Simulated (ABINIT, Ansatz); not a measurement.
# A GW chain in ABINIT: Ba2MgH6 (P-3m1), part 3 of 3

Aim: the G0W0 gap of Ba2MgH6 (P-3m1) on LDA, step by step.

ABINIT 10.8.3; LDA and many-body steps on it, plane waves. Known limits of the many-body steps: not at the basis limit; no spin-orbit coupling; coarse k mesh.

So far. Step 4 (Empty states on the mesh, 3×3×2 mesh, 248 bands): On this mesh the gap is 2.607 eV. Step 5 (Screening, 3×3×2 mesh, 226 bands, screening to 176.9 eV): Local fields lower ε∞ by 10 %. On a Γ-centred mesh this coarse the value itself is usually too large, while a short band sum pulls it down.

### Step 6. Self-energy, 3×3×2 mesh, 226 bands, screening to 176.9 eV

The self-energy is evaluated for the states that the input lists, and the levels follow from it, in one-shot runs by the linearised quasiparticle equation.

This step: G0W0 on LDA, plane waves, norm-conserving pseudopotentials.

The input, run.abi:

```
acell 3*1.0 Angstrom
rprim 
  5.717818886904 0.000000000024 0.000000000000
  -2.858909443473 4.951776410285 0.000000000000
  0.000000000000 0.000000000000 4.538310090000
ntypat 3
znucl 56 12 1
natom 9
typat 1 1 2 3 3 3 3 3 3
xred 
  0.666666666667 0.333333333333 0.267038260000
  0.333333333333 0.666666666667 0.732961740000
  0.000000000000 0.000000000000 0.000000000000
  0.829634400000 0.659268800000 0.775326710000
  0.829634400000 0.170365600000 0.775326710000
  0.340731200000 0.170365600000 0.775326710000
  0.170365600000 0.340731200000 0.224673290000
  0.170365600000 0.829634400000 0.224673290000
  0.659268800000 0.829634400000 0.224673290000
pp_dirpath "pseudos"
pseudos "Ba.upf, Mg.upf, H.upf"
ecut 38
ngkpt 3 3 2
nshiftk 1
shiftk 0 0 0
kptopt 1
chksymbreak 0
istwfk *1
occopt 1
irdwfk 1
optdriver 4
nband 226
gwcalctyp 0
ecutsigx 38
symsigma 1
nkptgw 2
kptgw 
  0.3333333333 0.0000000000 0.0000000000
  0.0000000000 0.0000000000 0.0000000000
bdgw 
  17 20
  17 21
ecuteps 6.5
irdscr 1
ppmodel 1
indata_prefix "in"
outdata_prefix "out"
tmpdata_prefix "tmp"
```

Started as:

```sh
$ OMP_NUM_THREADS=1 mpirun -n 4 abinit run.abi > log
```

Numbers of over 12 decimals in the logs are rounded to 6 here.

What it wrote:

```text
.Version 10.8.3 of ABINIT. v10.8.2 released Aug 2026.

 Symmetries : space group P-3 m 1 (#164); Bravais hP (primitive hexag.)
[... echo of the input left out ...]
== DATASET  1 ==================================================================
-   mpi_nproc: 4, omp_nthreads: 1 (-1 if OMP is not activated)

--- !DatasetInfo
iteration_state: {dtset: 1, }
dimensions: {natom: 9, nkpt: 6, mband: 226, nsppol: 1, nspinor: 1, nspden: 1, mpw: 9726, }
cutoff_energies: {ecut:  38.0, pawecutdg:  -1.0, }
electrons: {nelect:   3.60000000E+01, charge:   0.00000000E+00, occopt:   1.00000000E+00, tsmear:   1.00000000E-02, }

 SIGMA: Calculation of the GW corrections

 Based on a program developped by R.W. Godby, V. Olevano, G. Onida, and L. Reining.
 Incorporated in ABINIT by V. Olevano, G.-M. Rignanese, and M. Torrent.
.Using double precision arithmetic ; gwpc =  8

[... cell and pseudopotentials left out ...]
--------------------------------------------------------------------------------

 ==== K-mesh for the wavefunctions ====
 Number of points in the irreducible wedge :     6
[... list of points left out ...]
 Together with 12 symmetry operations and time-reversal symmetry
 yields    18 points in the full Brillouin Zone.

 ==== Q-mesh for screening function ====
 Number of points in the irreducible wedge :     6
[... list of points left out ...]
 Together with 12 symmetry operations and time-reversal symmetry
 yields    18 points in the full Brillouin Zone.

 vcoul_init : cutoff-mode = AUXILIARY_FUNCTION
 q-points for optical limit:   1
     1)      0.000010    0.000020    0.000030
 setmesh: FFT mesh size selected  =    54x   54x   48
          total number of points  =       139968

 Number of electrons calculated from density =   36.0000; Expected =   36.0000
 average of density, n =  0.041516
 r_s =    1.7916
 omega_plasma =   19.6547 [eV]

 === KS Band Gaps ===
  >>>> For spin  1
   Minimum direct gap =   2.7286 [eV], located at k-point      :   0.0000  0.0000  0.0000
   Fundamental gap    =   2.6073 [eV], Top of valence bands at :   0.3333  0.0000  0.0000
                                       Bottom of conduction at :   0.0000  0.0000  0.0000
 SIGMA fundamental parameters:
 PLASMON POLE MODEL  1
 number of plane-waves for SigmaX                 9653
 number of plane-waves for SigmaC and W            669
 number of plane-waves for wavefunctions          9653
 number of bands                                   226
 number of independent spin polarizations            1
 number of spinorial components                      1
 number of k-points in IBZ                           6
 number of q-points in IBZ                           6
 number of symmetry operations                      12
 number of k-points in BZ                           18
 number of q-points in BZ                           18
 number of frequencies for dSigma/dE                 9
 frequency step for dSigma/dE [eV]                0.25
 number of omega for Sigma on real axis              0
 max omega for Sigma on real axis  [eV]           0.00
 zcut for avoiding poles [eV]                     0.10

 EPSILON^-1 parameters (SCR file):
 dimension of the eps^-1 matrix on file            669
 dimension of the eps^-1 matrix used               669
 number of plane-waves for wavefunctions          9653
 number of bands                                   226
 number of q-points in IBZ                           6
 number of frequencies                               2
 number of real frequencies                          1
 number of imag frequencies                          1

 matrix elements of self-energy operator (all in [eV])

 Perturbative Calculation

--- !SelfEnergy_ee
iteration_state: {dtset: 1, }
kpoint     : [   0.333,    0.000,    0.000, ]
spin       : 1
KS_gap     :    3.236
QP_gap     :    4.970
Delta_QP_KS:    1.734
data: !SigmaeeData |
     Band     E0 <VxcDFT>   SigX SigC(E0)      Z dSigC/dE  Sig(E)    E-E0       E
       17   2.791 -10.749 -13.691   1.759   0.778  -0.286 -11.669  -0.920   1.871
       18   3.309 -10.983 -13.836   1.639   0.780  -0.282 -11.930  -0.947   2.362
       19   6.545  -9.314  -4.491  -3.855   0.814  -0.228  -8.526   0.788   7.332
       20   6.673  -9.659  -4.626  -4.001   0.812  -0.232  -8.821   0.838   7.511

--- !SelfEnergy_ee
iteration_state: {dtset: 1, }
kpoint     : [   0.000,    0.000,    0.000, ]
spin       : 1
KS_gap     :    2.729
QP_gap     :    4.376
Delta_QP_KS:    1.648
data: !SigmaeeData |
     Band     E0 <VxcDFT>   SigX SigC(E0)      Z dSigC/dE  Sig(E)    E-E0       E
       17   3.188 -10.948 -13.800   1.666   0.780  -0.282 -11.873  -0.926   2.262
       18   3.188 -10.948 -13.800   1.666   0.780  -0.282 -11.873  -0.926   2.262
       19   5.916  -9.024  -4.632  -3.510   0.819  -0.221  -8.302   0.722   6.638
       20   7.049  -9.780  -4.575  -4.125   0.810  -0.235  -8.906   0.874   7.923
       21   7.049  -9.780  -4.575  -4.125   0.810  -0.235  -8.906   0.874   7.923

== END DATASET(S) ==============================================================
================================================================================

 -outvars: echo values of variables after computation  --------
           etotal      0.0000000000E+00
            nband         226
             nkpt           6
          spgroup         164
 [... the other variables as echoed above ...]

 Calculation completed.
```

Run time: 78 s. Hardware: 4 MPI ranks of Arm Neoverse V2, shared host; peak memory 2.5 GiB; 5.2 min of CPU time.

Numbers from this step:

* G0W0 gap on the points computed: 4.276 eV
* starting gap on the mesh: 2.607 eV
* k of the valence top: 0.3333, 0, 0
* k of the conduction bottom: 0, 0, 0
* Z at the valence top: 0.78
* Z at the conduction bottom: 0.819
* least direct G0W0 gap on the computed points: 4.376 eV

The gap on the mesh goes from 2.61 eV to 4.28 eV, a correction of +1.67 eV.

Limits: finite bands, cutoff and mesh; no spin-orbit coupling; coarse k mesh. v1 is the top filled band, c1 the lowest empty one. Levels before and after the correction, in eV, zero at the valence-band top of each column:

```csv
,conduction bottom,valence top
Kohn-Sham,2.61,0.00
G0W0,4.28,0.00
```

```csv
,level,energy (eV)
Kohn-Sham,(0.333 0 0) v2,-0.518
Kohn-Sham,(0.333 0 0) v1,0.000
Kohn-Sham,(0.333 0 0) c1,3.235
Kohn-Sham,(0.333 0 0) c2,3.364
Kohn-Sham,Γ v2-v1,-0.122
Kohn-Sham,Γ c1,2.607
Kohn-Sham,Γ c2-c3,3.740
G0W0,(0.333 0 0) v2,-0.491
G0W0,(0.333 0 0) v1,0.000
G0W0,(0.333 0 0) c1,4.970
G0W0,(0.333 0 0) c2,5.149
G0W0,Γ v2-v1,-0.100
G0W0,Γ c1,4.276
G0W0,Γ c2-c3,5.561
```

### Step 7. Where the time went

Times are wall times on 4 MPI ranks of Arm Neoverse V2, shared host, good to a factor of about two.

```csv
step,time,share,memory (GiB)
ground state,24 s,6 %,0.43
bands along the symmetry lines,36 s,9 %,0.46
empty states on the mesh,2.7 min,40 %,0.55
screening,1.8 min,26 %,2.4
self-energy,78 s,19 %,2.5
```

### Step 8. What came out

```json
{"LDA gap": "2.60 eV, indirect", "G0W0 gap on the mesh": "4.28 eV", "GW settings": "3×3×2 mesh, 226 bands, screening to 176.9 eV, Godby-Needs plasmon pole", "known limits": "not at the basis limit; no spin-orbit coupling; coarse k mesh"}
```

What this shows: G0W0 moves the gap on the mesh from 2.61 eV to 4.28 eV (+1.67 eV), with Z of 0.78 and 0.82 at the edges. Local fields lower the RPA ε∞ on this mesh from 6.84 to 6.13; a Γ-centred mesh this coarse tends to raise both, most where the direct gap is narrow, while a short band sum lowers them. Only 2 of the mesh's irreducible points were corrected, so a valley elsewhere could overtake. The dearest step here is «empty states on the mesh». Bands and cutoff are finite, so the gap is not at the basis limit. The miss can reach some tenths of an eV and take either sign; the mesh is an error of its own. In the G0W0 run levels were corrected at 2 k points alone, so a gap called «on the mesh» is the least over those, and an edge elsewhere would be missed. The 3×3×2 mesh is coarse for this cell, which bears on the long-range parts of exchange and screening. The many-body steps are scalar-relativistic: spin-orbit coupling is not in them.

[Paths, hosts, dates, memory and timing lines, banners, echoed tables and standing remarks are left out of the program output.]

[Logs are printed without paths, hosts, clocks, repeated set-up lines and the standing remarks that a program may print on its own settings, such as how far it seeks lower states.]

[Runs of the session that timed out or met a known fault of the program may be left out.]

[Hosts, paths, dates, database ids (printed as entryN), source tags and the programs' standing remarks are cut or masked in the printed files.]

[G0W0 gaps are taken among the corrected bands and points alone; a level outside them can change the order at an edge.]

[Where Ansatz stands beside ABINIT at settings called matched, ABINIT's density can come from a denser mesh and the files from another edition; pairs whose starting gaps differed by over 0.03 eV were left out, so agreement reads better than it is.]
